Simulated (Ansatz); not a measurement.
# K3F: relaxing a made-up structure, part 2 of 2

Starting from a made-up structure for K3F, the aim is the relaxed cell, its shortest contacts and, where a second run follows, its electronic structure.

Ansatz 0.2.0; DFT, r2SCAN, plane-wave PAW, files of the set soft_1, scalar-relativistic, no spin, cell and ions relaxed at zero pressure; PAW set soft_1 (the session's first sound run).

So far: Set-up; Relaxation of the guess. The relaxed cell has a = 11.170, c = 3.677 Å (conventional setting).

## (3) Bands of the relaxed cell

A second self-consistent run takes a narrower smearing and the mesh shown in its input; the bands follow along the standard path of the relaxed lattice.

This step: DFT, r2SCAN, plane-wave PAW, files of the set soft_1, scalar-relativistic, no spin, bands and density of states at the relaxed cell; PAW set soft_1 (Ansatz 0.2.0).

input.yaml

```yaml
crystal:
  lattice:
    - [11.1699305154, 0.0, 0.0]
    - [-5.5849652577, 9.6734435849, 0.0]
    - [0.0, 0.0, 3.6772955461]
  atoms:
    - { symbol: K, position: [0.2286886584, 0.4573773168, 0.25] }
    - { symbol: K, position: [0.2286886584, 0.7713113416, 0.25] }
    - { symbol: K, position: [0.5426226832, 0.7713113416, 0.25] }
    - { symbol: K, position: [0.7713113416, 0.5426226832, 0.75] }
    - { symbol: K, position: [0.7713113416, 0.2286886584, 0.75] }
    - { symbol: K, position: [0.4573773168, 0.2286886584, 0.75] }
    - { symbol: F, position: [0.3333333333, 0.6666666667, 0.75] }
    - { symbol: F, position: [0.6666666667, 0.3333333333, 0.25] }
kpoints:
  mp_grid: { grid: [4, 4, 8] }
  band_path:
    path:
      - [[0.0, 0.0, 0.0], [0.5, 0.0, 0.0], [0.33333333, 0.33333333, 0.0], [0.0, 0.0, 0.0], [0.0, 0.0, 0.5], [0.5, 0.0, 0.5], [0.33333333, 0.33333333, 0.5], [0.0, 0.0, 0.5]]
      - [[0.5, 0.0, 0.5], [0.5, 0.0, 0.0]]
      - [[0.33333333, 0.33333333, 0.0], [0.33333333, 0.33333333, 0.5]]
    npoints: 8
scf:
  occupations: { method: fermi_dirac, width: 0.03 }
  n_extra_bands: 12
hamiltonian:
  xc: r2scan
  pseudopotentials: { kind: paw, azcp: { folder: soft_1 } }
output:
  forces: true
  stress: true
  write_bands: true
  dos: { projected: true }
  write_density: true
  write_potential: true
  elf: true
  volumetric_format: npy
```

Launch:

```bash
$ ansatz run input.yaml --threads 4 --pin off --max-ram 10240MiB --backend cpu --events-out ev --progress --plain --runs-dir out
```

Numbers of over 12 decimals in the logs are rounded to 6 here.

The log of the run:

```text
[...]
Crystal: 8 atoms, lattice volume = 397.338 Å³
Basis set: ecut = 500 eV, 10171 PW (Γ), exchange–correlation on 360×360×108 points (64 copies of the dense FFT grid, shifted against one another)
Bands: 46, of which v1, the nominal top of the filled ones, is band 34 counted from 1 (33 counted from 0)
Symmetry: 24 space group operations
[...]
k-points: 20 of 128
[...]
SCF iter   1: F=—  HF=-10925.096864 eV  |F-HF|=—  |Δ(HF+E_count)|=         —  Δρ=3.18e-1  dr2=6.82e2  dr2_τ=1.30e1  ethr=3.10e-3  ⟨swp⟩=12.3  Hψ=5141  notcnv=0
[...]
SCF iter  12: F=-10878.910008 eV  HF=-10878.910008 eV  |F-HF|=1.80e-8  |Δ(HF+E_count)|=   6.49e-7  Δρ=1.85e-6  dr2=3.27e-8  dr2_τ=3.55e-10  ethr=1.47e-10  ⟨swp⟩=21.9  Hψ=8071  notcnv=0
SCF 1 converged in 12 iterations: F = -10878.910008 eV  dr2 = 3.27e-8
[...]
NSCF: frozen V_eff on 75 k-points
SCF converged after 12 iterations
Free energy (F): -10878.910008 eV
[...]
Internal energy: -10878.894085 eV  (E = F + TS)
E sigma→0 (E₀):  -10878.902046 eV
Entropy (-TS):   -0.015923 eV (-1.990 meV/atom)
Fermi energy:    2.566533 eV
[...]
--- Forces (eV/Å), atoms counted from 1 ---
  atom   1  K      0.00000000    -0.00097782     0.00000000
  atom   2  K     -0.00084682     0.00048891     0.00000000
  atom   3  K      0.00084682     0.00048891     0.00000000
  atom   4  K     -0.00000000     0.00097782     0.00000000
  atom   5  K      0.00084682    -0.00048891     0.00000000
  atom   6  K     -0.00084682    -0.00048891     0.00000000
  atom   7  F      0.00000000     0.00000000     0.00000000
  atom   8  F      0.00000000    -0.00000000     0.00000000
  max |Σ_I F_I| component: 2.60e-18 eV/Å
--- Stress (GPa, compression-positive) ---
        0.106235       0.000000       0.000000
        0.000000       0.106235       0.000000
        0.000000       0.000000      -0.164608
  P = ⅓ Tr σ = 0.0160 GPa (0.160 kbar)
--- Band table (eV; the first three rows and the last of 20) ---
  k-point 0: bands = [... 30 lower, -3.6007, -3.6004, 0.7067, 2.1937, 2.1937, 2.3806, 2.3806, 3.0520, ... 8 higher]
  k-point 1: bands = [... 30 lower, -3.6445, -3.6427, 0.9220, 2.3370, 2.3370, 2.5528, 2.5528, 3.2233, ... 8 higher]
  k-point 2: bands = [... 30 lower, -3.6274, -3.6274, 1.5348, 2.7548, 2.7548, 3.0577, 3.0577, 3.7273, ... 8 higher]
  k-point 19: bands = [... 30 lower, -3.6072, -3.6072, 3.7659, 3.7659, 4.0785, 4.0785, 4.2329, 4.2329, ... 8 higher]
```

Wall time 24 s (4 threads of INTEL XEON PLATINUM 8581C at 2.10GHz (Emerald Rapids), shared host); peak memory 2 GiB; 87 s of CPU time.

The column dr2 measures how far the density is from self-consistency, as an energy; F and HF (Harris–Foulkes) agree once it is small.

This step gave:

```
free energy             : -10878.9100 eV
energy at zero smearing : -10878.9020 eV
smearing term TS        : 0.01592 eV
Fermi energy            : 2.567 eV
pressure                : 0.01595 GPa
```

From bands.tsv, the bands that come nearest the Fermi level along the path, at its corners, in eV from the Fermi level:

```
point  band 32  band 33  band 34  band 35  band 36  band 37  band 38  band 39
    Γ    -6.17    -1.86    -0.37    -0.37    -0.19    -0.19     0.49     1.49
    M    -6.17    -1.43    -1.30    -0.69    -0.19     0.70     1.01     1.49
    K    -6.17    -1.27    -1.27    -1.10     0.26     0.64     0.64     1.74
    Γ    -6.17    -1.86    -0.37    -0.37    -0.19    -0.19     0.49     1.49
    A    -6.17     1.10     1.10     1.70     1.70     1.70     1.70     2.27
    L    -6.17     1.20     1.20     1.54     1.54     1.64     1.64     2.20
    H    -6.17     1.22     1.22     1.47     1.47     1.67     1.67     2.19
    A    -6.17     1.10     1.10     1.70     1.70     1.70     1.70     2.27
    L    -6.17     1.20     1.20     1.54     1.54     1.64     1.64     2.20
    M    -6.17    -1.43    -1.30    -0.69    -0.19     0.70     1.01     1.49
    K    -6.17    -1.27    -1.27    -1.10     0.26     0.64     0.64     1.74
    H    -6.17     1.22     1.22     1.47     1.47     1.67     1.67     2.19
```

States per cell as run, both spins, in windows of 1 eV, from dos.tsv (zero at the Fermi level):

```
from  to  total
  -8  -7   0.00
  -7  -6  12.00
  -6  -5   0.00
  -5  -4   0.00
  -4  -3   0.00
  -3  -2   0.00
  -2  -1   0.98
  -1   0   2.90
   0   1   4.08
   1   2   5.04
   2   3   6.64
```

A further 52.0 states lie below the table's range.

Valence density in the ab plane at fractional z = 0.250, with atoms of K and F within 0.2 Å of it. It is the smooth field of the valence electrons, not physical close to the nuclei.

Ten steps, logarithmic in the rise over the least value, from '_' (0 e/Å³) to '@' (10 e/Å³), each cell a mean:
```
______________________________________________________________
______________________________________________________________
______________..::::..__________..::::::..____________________
__________..--++**++--..______::==++**++::..__________________
________..==######**--..____::++######++::____________________
______..--**##%%##++::____..==##%%%%##==..____________________
______..==**##**++::______::++####**==..______________________
______..--====--..________::--====--..________________________
________......______________......____________________________
________________......________________________________________
____________::--====::..______________________________________
__________::++**##**--..______________________________________
________::++##%%##**--..____________________....______________
______..==**####**==..__________________::----::..____________
______..==++**++--..________________..--++##**==::____________
______..::::::..__________________..--##@@@@##==..____________
__________________________________::==%%@@%%++::______________
__________________________________::==++++--..________________
__________________________________....::..____________________
______________________________________________________________
______________________________________________________________
______________________________________________________________
______________________________________________________________
______________________________________________________________
```
Columns run along a (11.2 Å), rows up along b (11.2 Å). Atoms in or near the plane, at fractional coordinates: K at (0.23, 0.46), K at (0.23, 0.77), K at (0.54, 0.77), F at (0.67, 0.33).

ELF in the ab plane at fractional z = 0.250, with atoms of K and F within 0.2 Å of it. It is the smooth field of the valence electrons, not physical close to the nuclei.

Ten even steps from '_' (0.01) to '@' (0.87), each cell a mean:
```
____....--------::....::--**####**++--::....::--==--::..______
__....::::..______________::==--..______________::::::..______
..::::..____..--++++--..________..--++++--______..::::........
----..____--##@@@@@@##::______==%%@@@@@@**..____::------::::--
++--____--%%@@%%@@@@##..____++@@@@%%@@@@**..__..==++========++
++..__::##@@%%##@@@@==____--%%@@##%%@@%%--__..==****++==++****
==____--%%@@@@@@%%==______++@@@@@@@@%%--__..++##**++====++**##
==____::##%%%%**::________==%%%%%%++::__::++##++--::..::==**##
++..____::::..____________..::::..__..--****==::______..--**##
**--..__________......__________..--**##**--..__________--**%%
%%**--..____--**%%%%**..____::==**%%%%**--____________..==##%%
%%##--__..**@@@@@@@@%%::__..**%%%%%%++::______________..==##%%
%%++....++@@@@##@@@@**..__==%%%%##==..____......______..==##%%
##::__--%%@@%%%%@@##::__--##%%##--..__..==******--..__..==##%%
++..__--%%@@@@@@**::__--####**--____::**%%%%@@%%==..__..==##%%
==____..++**++--____--####==..____::**%%####%%##--____..==**##
==..____________..==##**--..______==%%@@##%%%%==________--**##
++::________..--++##++::________..==##%%%%##--________..--**##
++--::....::==****++::____________::====--..__________..==****
==--::::--==++++++--..______________________________..--++++++
::....::::--==++==--..____________________________..--==++==--
..____..::--==++++====--------------------------==++++==--::..
______..::--==************################**********++--::..__
______..::==++********####%%%%%%%%%%%%##**********++==::..____
```
Columns run along a (11.2 Å), rows up along b (11.2 Å). Atoms in or near the plane, at fractional coordinates: K at (0.23, 0.46), K at (0.23, 0.77), K at (0.54, 0.77), F at (0.67, 0.33).

Electrostatic potential energy in the ab plane at fractional z = 0.250, with atoms of K and F within 0.2 Å of it. With pseudopotentials it is smooth inside the atoms' cores, unlike the true potential.

Ten even steps from '0' (-38 eV) to '9' (6 eV), each cell a mean:
```
9999999999999999999999999999999
9999999999999999999999999999999
9999999888889999888889999999999
9999986424789988633578999999999
9999851002789874000378999999999
9998610004888850001589999999999
9998510148898740025899999999999
9998755789998865678999999999999
9999888899999888899999999999999
9999999888889999999999999999999
9999988766789999999999999999999
9999874102689999999999999999999
9999730002789999999999999999999
9998610026899999999999999999999
9998632478999999999963499999999
9998877899999999999400399999999
9999999999999999998202799999999
9999999999999999999779999999999
9999999999999999999999999999999
9999999999999999999999999999999
9999999999999999999999999999999
9999999999999999999999999999999
9999999999999999999999999999999
9999999999999999999999999999999
```
Columns run along a (11.2 Å; values clipped at the 3rd and 97th percentile), rows up along b (11.2 Å). Atoms in or near the plane, at fractional coordinates: K at (0.23, 0.46), K at (0.23, 0.77), K at (0.54, 0.77), F at (0.67, 0.33).

## (4) What came out

* space group, relaxed: P6_3/mmc
* conventional cell: a = 11.170, b = 11.170, c = 3.677 Å; α = 90.0°, β = 90.0°, γ = 120.0°
* volume per atom: 49.67 Å³ (guess 52.91)

In words: K3F relaxes to P6_3/mmc with a = 11.170, b = 11.170 and c = 3.677 Å. The guessed volume was 7 % too large. The space group P6_3/mmc was held in the relaxation, so the end point is a stationary structure within it and may be a saddle against distortions or other arrangements. Bands cross the Fermi level, so it is a metal or semimetal at this level. On the 4×4×8 mesh with the narrower smearing (relaxed on 4×4×4) the largest force component is 0.001 eV/Å and the largest stress component is 0.165 GPa, against the relaxation's thresholds of 0.015 eV/Å and 0.05 GPa. The cutoff wasn't tested. A vector of the cell changed its length by 51 %, so the starting arrangement is largely lost and the mesh was laid for another shape. No dispersion term is used, so weakly bound directions may come out too long. Nothing here tests whether the compound is stable against decomposition.

[Logs are printed without paths, hosts, clocks, repeated set-up lines and the standing remarks that a program may print on its own settings, such as how far it seeks lower states.]

[Hosts, paths, dates, database ids (printed as entryN), source tags and the programs' standing remarks are cut or masked in the printed files.]
